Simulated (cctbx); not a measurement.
# Reading a Patterson map

Space group P4/mbm (no. 127), a = 7.4640 Å, b = 7.4640 Å, c = 3.6250 Å, α = 90.00°, β = 90.00°, γ = 90.00°, content W2 Y4 Fe4.

The data are simulated with cctbx, not measured: Mo Kα, λ = 0.71073 Å, to d = 0.77 Å, 95 % of the full sphere, strongest reflection 20000 counts, noise from counting, a 3 % proportional error and a noise floor of 2 counts (s.d.); no absorption, some extinction.

Patterson synthesis, origin scaled to 1000:

```text
Patterson group P 4/m m m
      u       v       w   height  length (A)
  0.000   0.000   0.000   1000.0     0.00
  0.500   0.500   0.000    656.4     5.28
  0.162   0.338   0.500    256.5     3.34
  0.126   0.374   0.000    165.2     2.94
  0.500   0.500   0.500    143.7     5.58
  0.187   0.500   0.000    107.0     3.99
  0.000   0.296   0.500     95.3     2.86
  0.202   0.202   0.500     63.0     2.80
  0.318   0.318   0.000     41.7     3.35
  0.328   0.500   0.000     13.4     4.46
  0.257   0.257   0.000     12.7     2.71
  0.000   0.157   0.000     10.3     1.17
  0.000   0.082   0.253      6.3     1.11
  0.105   0.105   0.090      5.3     1.16
```

Q: Assign the vectors.

A peak at u stands for all pairs with xi − xj = u, with weight Σ ZiZj against Σ Z² = 19740 at the origin. Peak heights follow these weights only roughly, since form factors, motion and series ripples differ, all vectors within 0.55 Å of a peak are counted as merged into it though the farther ones add only part of their weight, and F(000) is left out, which lowers the whole map:

| u | v | w | shortest length (Å) | height | 1000 ΣZiZj/ΣZ² | pairs in the cell |
| --- | --- | --- | --- | --- | --- | --- |
| 0.500 | 0.500 | 0.000 | 5.28 | 656 | 555 | 2 × W–W |
| 0.162 | 0.338 | 0.500 | 3.33 | 256 | 292 | 2 × W–Y |
| 0.126 | 0.374 | 0.000 | 2.95 | 165 | 195 | 2 × W–Fe |
| 0.500 | 0.500 | 0.500 | 5.58 | 144 | 411 | 8 × Y–Fe |
| 0.187 | 0.500 | 0.000 | 3.98 | 107 | 223 | 2 × Y–Y, 2 × Fe–Fe |
| 0.000 | 0.296 | 0.500 | 2.86 | 95 | 205 | 4 × Y–Fe |
| 0.202 | 0.202 | 0.500 | 2.80 | 63 | 103 | 2 × Y–Fe |

The table stops at ten peaks or at a height of 45, below which ripples compete. In the model behind the data W, the heaviest element, has 1 independent site: (1/2, 1/2, 0), up to an allowed shift of origin; the W–W vectors are differences of these positions and their symmetry mates. The whole model:

| atom | mult. | x | y | z | Ueq (Å²) |
| --- | --- | --- | --- | --- | --- |
| W1 | 2 | 1/2 | 1/2 | 0 | 0.0130 |
| Y1 | 4 | 0.6643 | 0.8357 | 1/2 | 0.0144 |
| Fe1 | 4 | 0.8733 | 0.6267 | 0 | 0.0184 |

The model was made for the exercise: a known structure type with other elements put in, its volume estimated, not relaxed; displacement parameters are assumed.

[Logs are printed without paths, hosts, clocks, repeated set-up lines and the standing remarks that a program may print on its own settings, such as how far it seeks lower states.]
